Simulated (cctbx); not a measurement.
# Accept or mend?

Cell a = 11.8870 Å, b = 7.9110 Å, c = 10.7970 Å, α = 90.00°, β = 99.10°, γ = 90.00°; space group C2/c (no. 15).

The data are simulated with cctbx, not measured: Cu Kα, λ = 1.54184 Å, to d = 0.83 Å, 95 % of the full sphere, strongest reflection 40000 counts, noise from counting, a 6 % proportional error and a noise floor of 4 counts (s.d.); no absorption, and some extinction, which the refinements don't model.

An anisotropic refinement with weights 1/σ² prints:

```text
Rint 0.040, 923 unique reflections to 0.83 A
cycle     R1     wR2    GooF  max shift (A)
   1  0.5925  0.8793  13.559   0.08281
  11  0.3857  0.6797  10.480   0.00012
final R1 0.3857 wR2 0.6797 GooF 10.480  parameters 43  data/parameter 21.5
atom        x        y        z      Ueq    occ   su(xyz)  su(Uiso or U11)
Sn1    0.50000  0.67142  0.75000  -0.0165  1.000  0.00062  0.0037  NPD
Sn2    0.80032  0.82782  0.84565  -0.0125  1.000  0.00049  0.0034  NPD
In1    0.40178  0.82852  0.05138  -0.0200  1.000  0.00043  0.0030  NPD
Cu1    0.50000  0.17723  0.75000   1.6573  1.000  0.00831  0.6900
Cu2    0.80279  0.99866  0.10617  -0.0149  1.000  0.00159  0.0045  NPD
K1     0.00000  0.00000  0.50000  -0.0040  1.000  0.00000  0.0097  NPD
difference map: max 123.85 min -17.46 rms 10.04
Q1    0.0976  0.3327  0.4475    8  126.48  0.04 A from In1
Q2    0.0000  0.1649  0.7500    4  124.93  0.05 A from Sn1
Q3    0.1978  0.1662  0.1531    8  115.49  0.05 A from Sn2
Q4    0.1973  0.9978  0.3952    8  104.43  0.02 A from Cu2
Q5    0.0000  0.0000  0.0000    4   97.05  0.00 A from K1
Q6    0.1007  0.5039  0.1989    8   96.45  2.00 A from Cu1
```

**Question.** Can this result stand? If not, what is the likely fault?

Mend it. The fault: an atom left out, Cu at (0.6010, 0.0054, 0.6943). Against the right model at the same level, R1 goes from 0.0219 to 0.3857 and GooF from 0.96 to 10.48, Cu1 takes U = the program's ceiling, U of Cu2 shrinks from 0.0100 to -0.0149 Å², U of Sn1 shrinks from 0.0078 to -0.0165 Å², the top difference peak, 126.5 e/Å³, lies on In1 and Sn1, Sn2, In1, Cu2 and K1 go non-positive-definite. Q6 is the missing atom. With scattering power missing, scale and phases suffer, so peaks may also grow on the heavy atoms.

The compound is KIn2Cu5Sn3. The right model at the same level gives:

```text
Rint 0.040, 923 unique reflections to 0.83 A
cycle     R1     wR2    GooF  max shift (A)
   1  0.0222  0.0627   0.971   0.00041
   2  0.0219  0.0619   0.959   0.00000
final R1 0.0219 wR2 0.0619 GooF 0.959  parameters 52  data/parameter 17.8
atom        x        y        z      Ueq    occ   su(xyz)  su(Uiso or U11)
Sn1    0.50000  0.67156  0.75000   0.0078  1.000  0.00005  0.0003
Sn2    0.80185  0.82838  0.85171   0.0094  1.000  0.00004  0.0002
In1    0.39725  0.83051  0.04500   0.0081  1.000  0.00004  0.0002
Cu1    0.50000  0.32826  0.75000   0.0101  1.000  0.00011  0.0005
Cu2    0.79800  0.99118  0.09399   0.0100  1.000  0.00008  0.0004
Cu3    0.60096  0.00536  0.69416   0.0088  1.000  0.00007  0.0004
K1     0.00000  0.00000  0.50000   0.0136  1.000  0.00000  0.0007
difference map: max 0.98 min -1.26 rms 0.34
Q1    0.1103  0.4935  0.4653    8    1.01  1.30 A from In1
Q2    0.0000  0.3509  0.2500    4    0.98  1.42 A from Cu1
Q3    0.1507  0.5037  0.0554    8    0.97  1.70 A from Cu3
Q4    0.0562  0.3159  0.0977    8    0.96  1.79 A from Cu3
Q5    0.1609  0.9983  0.0429    8    0.96  1.63 A from Cu2
Q6    0.0388  0.1778  0.1055    8    0.96  1.70 A from Cu1
```

This is a model crystal, built by substitution and not relaxed, with assumed displacement parameters.

[Middle refinement cycles are left out of these outputs.]

[Logs are printed without paths, hosts, clocks, repeated set-up lines and the standing remarks that a program may print on its own settings, such as how far it seeks lower states.]
